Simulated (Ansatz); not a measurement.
The crystal is TiO2 (Anatase).

```xyz
6
Lattice="-1.8921 1.8921 4.7573 1.8921 -1.8921 4.7573 1.8921 1.8921 -4.7573" Properties=species:S:1:pos:R:3 pbc="T T T"
Ti    0.0000    0.0000    0.0000
Ti    0.0000    1.8921    2.3786
O     0.0000    0.0000    1.9800
O     0.0000    1.8921    4.3586
O     0.0000    1.8921    0.3987
O     0.0000    0.0000    7.5346
```

The cell and positions come from the Crystallography Open Database and are kept as given unless a step says otherwise. PAW set soft_2, made with PBE.

Gaps computed with Ansatz 0.2.0 without a self-energy: LDA 2.01 eV, PBE 2.12 eV, HSE06 3.61 eV and DDH-PBE0 3.43 eV.

Question: What gap should G0W0 on PBE give (6×6×6 mesh, 539 empty bands, screening to 230 eV, default PAW files)?

About 3.62 eV: on its mesh the run moves the gap from 2.17 eV by +1.50 eV, and the mesh misses the edges by 0.05 eV. Among the scalar-relativistic levels given, HSE06 is nearest (−0.01 eV). Bands and cutoff are finite, so the gap is not at the basis limit. The miss can reach some tenths of an eV and take either sign; the mesh is an error of its own.

[Paths, hosts, dates, memory and timing lines, banners, echoed tables and standing remarks are left out of the program output.]

[Logs are printed without paths, hosts, clocks, repeated set-up lines and the standing remarks that a program may print on its own settings, such as how far it seeks lower states.]

[Runs of the session that timed out or met a known fault of the program may be left out.]

[Cells called generated may have been cut or substituted from an entry of the Crystallography Open Database or the Materials Project.]

[Hosts, paths, dates, database ids (printed as entryN), source tags and the programs' standing remarks are cut or masked in the printed files.]
